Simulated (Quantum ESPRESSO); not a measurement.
**GaNi: which magnetic order is lowest**

Wanted: the moments of GaNi and the energy of each order that was tried.

Method: PBEsol; plane waves with GBRV 1.5 PBEsol potentials, no spin-orbit coupling, in Quantum ESPRESSO 7.5.

The database entry behind the starting cell differs from later determinations by our own check (about 0.2 % long), so it need not match the best structure at ambient conditions.

### 1. The structure

The structure is cubic, space group Pm-3m (No. 221). The conventional cell has a = 2.886 Å, b = 2.886 Å, c = 2.886 Å, α = 90.00°, β = 90.00°, γ = 90.00°. Nearest to Ga lie 8 Ni at 2.50 Å. Nearest to Ni lie 8 Ga at 2.50 Å. Farther neighbours are not listed.

Structure file:

```cif
data_structure
_symmetry_space_group_name_H-M 'P 1'
_symmetry_Int_Tables_number 1
_cell_length_a 2.8860
_cell_length_b 2.8860
_cell_length_c 2.8860
_cell_angle_alpha 90.000
_cell_angle_beta 90.000
_cell_angle_gamma 90.000
_cell_volume 24.04
loop_
_atom_site_label
_atom_site_type_symbol
_atom_site_fract_x
_atom_site_fract_y
_atom_site_fract_z
_atom_site_occupancy
Ga1 Ga 0.00000 0.00000 0.00000 1
Ni2 Ni 0.50000 0.50000 0.50000 1
```

The cell comes from the Crystallography Open Database.

### 2. Run 1 (ferro +)

The signs are those of the starting moments on the seeded atoms, the atoms that are given a moment.

pw.in reads:

```
&CONTROL
  calculation = 'scf'
  prefix = 'pwscf'
  outdir = './tmp'
  pseudo_dir = './pseudo'
  disk_io = 'nowf'
/
&SYSTEM
  ibrav = 0
  celldm(1) = 8
  nat = 2
  ntyp = 2
  ecutwfc = 40
  ecutrho = 280
  nbnd = 26
  occupations = 'smearing'
  smearing = 'fd'
  degauss = 0.00367493
  nspin = 2
  starting_magnetization(1) = 0
  starting_magnetization(2) = 0.0556
/
&ELECTRONS
  conv_thr = 4d-09
  electron_maxstep = 150
  mixing_beta = 0.3
/
ATOMIC_SPECIES
Ga     69.7230 ga_pbesol_v1.4.uspp.F.UPF
Ni     58.6934 ni_pbesol_v1.4.uspp.F.UPF
CELL_PARAMETERS alat
   0.6817186994587    0.0000000000000    0.0000000000000
   0.0000000000000    0.6817186994587    0.0000000000000
   0.0000000000000    0.0000000000000    0.6817186994587
ATOMIC_POSITIONS crystal
Ga      0.0000000000    0.0000000000    0.0000000000
Ni      0.5000000000    0.5000000000    0.5000000000
K_POINTS automatic
10 10 10 0 0 0
```

Launch:

```bash
OMP_NUM_THREADS=1 mpirun -n 2 pw.x -nk 2 -in pw.in > pw.out
```

What it wrote:

```text
Program PWSCF v.7.5 starts

     Message from routine setup:
     using ibrav=0 with symmetry is DISCOURAGED, use correct ibrav instead

     K-points division:     npool     =       2
     Subspace diagonalization in iterative solution of the eigenvalue problem:

     G-vector sticks info
     --------------------
     sticks:   dense  smooth     PW     G-vecs:    dense   smooth      PW
     Sum         665     373    129                12893     5497    1045

     Using Slab Decomposition

     bravais-lattice index     =            0
     lattice parameter (alat)  =       8.0000  a.u.
     unit-cell volume          =     162.2130 (a.u.)^3
     number of atoms/cell      =            2
     number of atomic types    =            2
     number of electrons       =        37.00
     number of Kohn-Sham states=           26
     kinetic-energy cutoff     =      40.0000  Ry
     charge density cutoff     =     280.0000  Ry
     scf convergence threshold =      4.0E-09
     mixing beta               =       0.3000
     number of iterations used =            8  plain     mixing
     Exchange-correlation= SLA  PW   PSX  PSC
                           (   1   4  10   8   0   0   0)

     celldm(1)=   8.000000  celldm(2)=   0.000000  celldm(3)=   0.000000
     celldm(4)=   0.000000  celldm(5)=   0.000000  celldm(6)=   0.000000

     crystal axes: (cart. coord. in units of alat)
               a(1) = (   0.681719   0.000000   0.000000 )
               a(2) = (   0.000000   0.681719   0.000000 )
               a(3) = (   0.000000   0.000000   0.681719 )

     reciprocal axes: (cart. coord. in units 2 pi/alat)
               b(1) = (  1.466881  0.000000  0.000000 )
               b(2) = (  0.000000  1.466881  0.000000 )
               b(3) = (  0.000000  0.000000  1.466881 )

     PseudoPot. # 1 for Ga read from file:
     ga_pbesol_v1.4.uspp.F.UPF
     Pseudo is Ultrasoft + core correction, Zval = 19.0
     Generated by new atomic code, or converted to UPF format
     Using radial grid of  871 points,  6 beta functions with:
                l(1) =   0
                l(2) =   0
                l(3) =   1
                l(4) =   1
                l(5) =   2
                l(6) =   2
     Q(r) pseudized with  8 coefficients,  rinner =    1.250   1.250   1.250
                                                       1.250   1.250

     PseudoPot. # 2 for Ni read from file:
     ni_pbesol_v1.4.uspp.F.UPF
     Pseudo is Ultrasoft + core correction, Zval = 18.0
     Generated by new atomic code, or converted to UPF format
     Using radial grid of  865 points,  6 beta functions with:
                l(1) =   0
                l(2) =   0
                l(3) =   1
                l(4) =   1
                l(5) =   2
                l(6) =   2
     Q(r) pseudized with 10 coefficients,  rinner =    0.980   0.980   0.980
                                                       0.980   0.980

     atomic species   valence    mass     pseudopotential
     Ga               19.00    69.72300     Ga( 1.00)
     Ni               18.00    58.69340     Ni( 1.00)

     Starting magnetic structure
     atomic species   magnetization
     Ga              0.000
     Ni              0.056

     48 Sym. Ops., with inversion, found

   Cartesian axes

     site n.     atom                  positions (alat units)
         1        Ga     tau(   1) = (   0.0000000   0.0000000   0.0000000  )
         2        Ni     tau(   2) = (   0.3408593   0.3408593   0.3408593  )

     number of k points=    56  Fermi-Dirac smearing, width (Ry)=  0.0037
                       cart. coord. in units 2pi/alat
        k(    1) = (   0.0000000   0.0000000   0.0000000), wk =   0.0010000
        k(    2) = (   0.0000000   0.0000000   0.1466881), wk =   0.0060000
        k(    3) = (   0.0000000   0.0000000   0.2933761), wk =   0.0060000
        k(    4) = (   0.0000000   0.0000000   0.4400642), wk =   0.0060000
        k(    5) = (   0.0000000   0.0000000   0.5867523), wk =   0.0060000
        [... 51 further k-points ...]

     Dense  grid:    12893 G-vectors     FFT dimensions: (  30,  30,  30)

     Smooth grid:     5497 G-vectors     FFT dimensions: (  24,  24,  24)

     Check: negative core charge=   -0.000010
     Generating pointlists ...
     new r_m :   0.2435 (alat units)  1.9483 (a.u.) for type    1
     new r_m :   0.2435 (alat units)  1.9483 (a.u.) for type    2

     Initial potential from superposition of free atoms

     starting charge      34.0000, renormalised to      37.0000
     Starting wfcs are   25 randomized atomic wfcs +    1 random wfcs

     Self-consistent Calculation

     iteration #  1     ecut=    40.00 Ry     beta= 0.30
     Davidson diagonalization with overlap
     ethr =  1.00E-02,  avg # of iterations =  4.9

     total energy              =    -746.30422473 Ry
     estimated scf accuracy    <      45.08261578 Ry

     total magnetization       =     0.45 Bohr mag/cell
     absolute magnetization    =     0.55 Bohr mag/cell

     iteration #  2     ecut=    40.00 Ry     beta= 0.30
     Davidson diagonalization with overlap
     ethr =  1.00E-02,  avg # of iterations =  3.0

     total energy              =    -757.57786276 Ry
     estimated scf accuracy    <       3.32825673 Ry

     total magnetization       =     0.05 Bohr mag/cell
     absolute magnetization    =     0.10 Bohr mag/cell

     iteration #  3     ecut=    40.00 Ry     beta= 0.30
     Davidson diagonalization with overlap
     ethr =  9.00E-03,  avg # of iterations =  2.0

     total energy              =    -758.06547654 Ry
     estimated scf accuracy    <       0.90773596 Ry

     total magnetization       =     0.43 Bohr mag/cell
     absolute magnetization    =     0.51 Bohr mag/cell

     [... further iterations left out ...]

     iteration # 11     ecut=    40.00 Ry     beta= 0.30
     Davidson diagonalization with overlap
     ethr =  4.11E-07,  avg # of iterations =  2.0

     total energy              =    -758.13614425 Ry
     estimated scf accuracy    <       0.00003576 Ry

     total magnetization       =     0.00 Bohr mag/cell
     absolute magnetization    =     0.00 Bohr mag/cell

     iteration # 12     ecut=    40.00 Ry     beta= 0.30
     Davidson diagonalization with overlap
     ethr =  9.66E-08,  avg # of iterations =  1.6

     total energy              =    -758.13614958 Ry
     estimated scf accuracy    <       0.00000069 Ry

     total magnetization       =     0.00 Bohr mag/cell
     absolute magnetization    =     0.00 Bohr mag/cell

     iteration # 13     ecut=    40.00 Ry     beta= 0.30
     Davidson diagonalization with overlap
     ethr =  1.87E-09,  avg # of iterations =  4.2

     total energy              =    -758.13615006 Ry
     estimated scf accuracy    <       0.00000001 Ry

     total magnetization       =     0.00 Bohr mag/cell
     absolute magnetization    =     0.00 Bohr mag/cell

     iteration # 14     ecut=    40.00 Ry     beta= 0.30
     Davidson diagonalization with overlap
     ethr =  3.72E-11,  avg # of iterations =  2.1

     Magnetic moment per site  (integrated on atomic sphere of radius R)
     atom   1 (R=0.244)  charge= 17.2062  magn=  0.0000
     atom   2 (R=0.244)  charge= 16.7997  magn= -0.0000

     End of self-consistent calculation

     Number of k-points >= 100: set verbosity='high' to print the bands.

     the Fermi energy is    17.5910 ev

!    total energy              =    -758.13615007 Ry
     estimated scf accuracy    <          5.1E-10 Ry
     smearing contrib. (-TS)   =      -0.00076494 Ry
     internal energy E=F+TS    =    -758.13538513 Ry

     The total energy is F=E-TS. E is the sum of the following terms:
     one-electron contribution =    -482.28450976 Ry
     hartree contribution      =     264.50006884 Ry
     xc contribution           =     -83.40422650 Ry
     ewald contribution        =    -456.94671771 Ry

     total magnetization       =    -0.00 Bohr mag/cell
     absolute magnetization    =     0.00 Bohr mag/cell

     convergence has been achieved in  14 iterations

=------------------------------------------------------------------------------=
   JOB DONE.
=------------------------------------------------------------------------------=
```

The job ended after 19 s (2 MPI ranks of Arm Neoverse V2, shared host; peak memory 0.18 GiB; 39 s of CPU time).

The spin moment in the atom's sphere vanishes on all atoms.

Numbers from this step:

- smearing term TS: 0.01041 eV
- magnetization: 0 μB
- absolute magnetization: 0 μB
- final state: non-magnetic

Valence density in the ac plane at fractional y = 0.000, with atoms of Ga within 0.2 Å of it. It is the smooth field of the valence electrons, not physical close to the nuclei.

Values in e/Å³, 15 rows by 15 columns:
```
60 40 13  3  1  0  0  0  0  0  0  1  3 13 40
18 13  4  1  1  0  0  0  0  0  0  1  1  4 13
 3  3  1  1  0  0  0  0  0  0  0  0  1  1  3
 1  1  1  0  0  0  0  0  0  0  0  0  0  1  1
 0  0  0  0  0  0  0  0  0  0  0  0  0  0  0
 0  0  0  0  0  0  0  0  0  0  0  0  0  0  0
 0  0  0  0  0  0  0  0  0  0  0  0  0  0  0
 0  0  0  0  0  0  0  0  0  0  0  0  0  0  0
 0  0  0  0  0  0  0  0  0  0  0  0  0  0  0
 0  0  0  0  0  0  0  0  0  0  0  0  0  0  0
 1  1  1  0  0  0  0  0  0  0  0  0  0  1  1
 3  3  1  1  0  0  0  0  0  0  0  0  1  1  3
18 13  4  1  1  0  0  0  0  0  0  1  1  4 13
60 40 13  3  1  0  0  0  0  0  0  1  3 13 40
89 60 18  3  1  0  0  0  0  0  0  1  3 18 60
```
Columns run along a (2.9 Å), rows up along c (2.9 Å). Atoms in or near the plane, at fractional coordinates: Ga at (0.00, 0.00).

### 3. Run 2 (antiferro q=(1/2,1/2,1/2) +−)

The cell is doubled to 4 atoms to hold this order. The wavevector q is in fractions of the reciprocal vectors of the crystal's primitive cell, as the cells of these inputs are built from it; moments change sign between cells as cos(2π q·R).

pw.in reads:

```
&CONTROL
  calculation = 'scf'
  prefix = 'pwscf'
  outdir = './tmp'
  pseudo_dir = './pseudo'
  disk_io = 'nowf'
/
&SYSTEM
  ibrav = 0
  celldm(1) = 8
  nat = 4
  ntyp = 3
  ecutwfc = 40
  ecutrho = 280
  nbnd = 47
  occupations = 'smearing'
  smearing = 'fd'
  degauss = 0.00367493
  nspin = 2
  starting_magnetization(1) = 0
  starting_magnetization(2) = 0.0556
  starting_magnetization(3) = -0.0556
/
&ELECTRONS
  conv_thr = 8d-09
  electron_maxstep = 150
  mixing_beta = 0.3
/
ATOMIC_SPECIES
Ga     69.7230 ga_pbesol_v1.4.uspp.F.UPF
Ni1    58.6934 ni_pbesol_v1.4.uspp.F.UPF
Ni2    58.6934 ni_pbesol_v1.4.uspp.F.UPF
CELL_PARAMETERS alat
   1.3634373989175    0.0000000000000    0.0000000000000
   0.6817186994587    0.6817186994587    0.0000000000000
   0.6817186994587    0.0000000000000    0.6817186994587
ATOMIC_POSITIONS crystal
Ga      0.0000000000    0.0000000000    0.0000000000
Ga      0.5000000000    0.0000000000    0.0000000000
Ni1     0.7500000000    0.5000000000    0.5000000000
Ni2     0.2500000000    0.5000000000    0.5000000000
K_POINTS automatic
5 10 10 0 0 0
```

What it wrote:

```text
[banner, memory and clock lines left out]
Program PWSCF v.7.5 starts

     Message from routine setup:
     using ibrav=0 with symmetry is DISCOURAGED, use correct ibrav instead

     bravais-lattice index     =            0
     lattice parameter (alat)  =       8.0000  a.u.
     unit-cell volume          =     324.4259 (a.u.)^3
     number of atoms/cell      =            4
     number of atomic types    =            3
     number of electrons       =        74.00
     number of Kohn-Sham states=           47
     kinetic-energy cutoff     =      40.0000  Ry
     charge density cutoff     =     280.0000  Ry
     scf convergence threshold =      8.0E-09
     mixing beta               =       0.3000
     number of iterations used =            8  plain     mixing
     Exchange-correlation= SLA  PW   PSX  PSC
                           (   1   4  10   8   0   0   0)

     celldm(1)=   8.000000  celldm(2)=   0.000000  celldm(3)=   0.000000
     celldm(4)=   0.000000  celldm(5)=   0.000000  celldm(6)=   0.000000

     crystal axes: (cart. coord. in units of alat)
               a(1) = (   1.363437   0.000000   0.000000 )
               a(2) = (   0.681719   0.681719   0.000000 )
               a(3) = (   0.681719   0.000000   0.681719 )

     reciprocal axes: (cart. coord. in units 2 pi/alat)
               b(1) = (  0.733440 -0.733440 -0.733440 )
               b(2) = (  0.000000  1.466881  0.000000 )
               b(3) = (  0.000000  0.000000  1.466881 )

     PseudoPot. # 1 for Ga read from file:
     ga_pbesol_v1.4.uspp.F.UPF
     Pseudo is Ultrasoft + core correction, Zval = 19.0

     PseudoPot. # 2 for Ni read from file:
     ni_pbesol_v1.4.uspp.F.UPF
     Pseudo is Ultrasoft + core correction, Zval = 18.0

     PseudoPot. # 3 for Ni read from file:
     ni_pbesol_v1.4.uspp.F.UPF
     Pseudo is Ultrasoft + core correction, Zval = 18.0

     atomic species   valence    mass     pseudopotential
     Ga               19.00    69.72300     Ga( 1.00)
     Ni1              18.00    58.69340     Ni( 1.00)
     Ni2              18.00    58.69340     Ni( 1.00)

     Starting magnetic structure
     atomic species   magnetization
     Ga              0.000
     Ni1             0.056
     Ni2            -0.056

     48 Sym. Ops., with inversion, found (24 have fractional translation)

   Cartesian axes

     site n.     atom                  positions (alat units)
         1        Ga     tau(   1) = (   0.0000000   0.0000000   0.0000000  )
         2        Ga     tau(   2) = (   0.6817187   0.0000000   0.0000000  )
         3        Ni1    tau(   3) = (   1.7042967   0.3408593   0.3408593  )
         4        Ni2    tau(   4) = (   1.0225780   0.3408593   0.3408593  )

     number of k points=    28  Fermi-Dirac smearing, width (Ry)=  0.0037
                       cart. coord. in units 2pi/alat
        k(    1) = (   0.0000000   0.0000000   0.0000000), wk =   0.0020000
        k(    2) = (   0.0000000   0.0000000   0.1466881), wk =   0.0120000
        k(    3) = (   0.0000000   0.0000000   0.2933761), wk =   0.0120000
        k(    4) = (   0.0000000   0.0000000   0.4400642), wk =   0.0120000
        k(    5) = (   0.0000000   0.0000000   0.5867523), wk =   0.0120000
        [... 23 further k-points ...]

     Dense  grid:    25749 G-vectors     FFT dimensions: (  60,  45,  45)

     Smooth grid:    11017 G-vectors     FFT dimensions: (  48,  32,  32)

     Check: negative core charge=   -0.000010
     Generating pointlists ...
     new r_m :   0.2435 (alat units)  1.9483 (a.u.) for type    1
     new r_m :   0.2435 (alat units)  1.9483 (a.u.) for type    2
     new r_m :   0.2435 (alat units)  1.9483 (a.u.) for type    3

     Initial potential from superposition of free atoms

     starting charge      68.0000, renormalised to      74.0000
     Starting wfcs are   50 randomized atomic wfcs

     Self-consistent Calculation

     iteration #  1     ecut=    40.00 Ry     beta= 0.30
     Davidson diagonalization with overlap
     ethr =  1.00E-02,  avg # of iterations =  3.7

     total energy              =   -1492.97825707 Ry
     estimated scf accuracy    <      89.30993699 Ry

     total magnetization       =     0.00 Bohr mag/cell
     absolute magnetization    =     0.75 Bohr mag/cell

     iteration #  2     ecut=    40.00 Ry     beta= 0.30
     Davidson diagonalization with overlap
     ethr =  1.00E-02,  avg # of iterations =  3.0

     total energy              =   -1515.19172068 Ry
     estimated scf accuracy    <       6.34010049 Ry

     total magnetization       =     0.00 Bohr mag/cell
     absolute magnetization    =     0.22 Bohr mag/cell

     [... further iterations left out ...]

     iteration # 13     ecut=    40.00 Ry     beta= 0.30
     Davidson diagonalization with overlap
     ethr =  1.01E-08,  avg # of iterations =  1.1

     total energy              =   -1516.27229829 Ry
     estimated scf accuracy    <       0.00000068 Ry

     total magnetization       =     0.00 Bohr mag/cell
     absolute magnetization    =     0.00 Bohr mag/cell

     iteration # 14     ecut=    40.00 Ry     beta= 0.30
     Davidson diagonalization with overlap
     ethr =  9.18E-10,  avg # of iterations =  2.3

     Magnetic moment per site  (integrated on atomic sphere of radius R)
     atom   1 (R=0.244)  charge= 17.2061  magn=  0.0000
     atom   2 (R=0.244)  charge= 17.2061  magn=  0.0000
     atom   3 (R=0.244)  charge= 16.8000  magn=  0.0000
     atom   4 (R=0.244)  charge= 16.8000  magn=  0.0000

     End of self-consistent calculation

     [... lines left out ...]
     the Fermi energy is    17.5909 ev

!    total energy              =   -1516.27229840 Ry
     estimated scf accuracy    <          2.4E-09 Ry
     smearing contrib. (-TS)   =      -0.00152988 Ry
     internal energy E=F+TS    =   -1516.27076852 Ry

     The total energy is F=E-TS. E is the sum of the following terms:
     one-electron contribution =    -964.56991373 Ry
     hartree contribution      =     529.00115303 Ry
     xc contribution           =    -166.80857241 Ry
     ewald contribution        =    -913.89343542 Ry

     total magnetization       =     0.00 Bohr mag/cell
     absolute magnetization    =     0.00 Bohr mag/cell

     convergence has been achieved in  14 iterations
```

Wall time 53 s (2 MPI ranks); peak memory 0.28 GiB.

The spin moment in the atom's sphere vanishes on all atoms.

Read from the output:

| Item | Value |
| --- | --- |
| smearing term TS | 0.02082 eV |
| magnetization | 0 μB |
| absolute magnetization | 0 μB |
| final state | non-magnetic |

Valence density in the ac plane at fractional y = 0.000, with atoms of Ga within 0.2 Å of it. It is the smooth field of the valence electrons, not physical close to the nuclei.

Ten steps, logarithmic in the rise over the least value, from '_' (0 e/Å³) to '@' (55 e/Å³), each cell a mean:
```
@@%%--______::**@@%%--______::**
++**==..______..++**==..______..
..::::..________..::::..________
________________________________
________________________________
________________________________
________________________________
________________________________
__________::--::__________::--::
++..______::**##++..______::**##
@@++..____..++@@@@++..____..++@@
```
Columns run along a (5.8 Å), rows up along c (4.1 Å). Atoms in or near the plane, at fractional coordinates: Ga at (0.00, 0.00), Ga at (0.50, 0.00).

(Continued in part 2 of 2.)

[Logs and program files are shortened in this print: banners, set-up blocks, solver, clock and traceback lines can be left out without a mark of their own.]

[Logs are printed without paths, hosts, clocks, repeated set-up lines and the standing remarks that a program may print on its own settings, such as how far it seeks lower states.]

[Hosts, paths, dates, database ids (printed as entryN), source tags and the programs' standing remarks are cut or masked in the printed files.]

[Where a cell is said to come from a database of computed structures, the database is the Materials Project.]
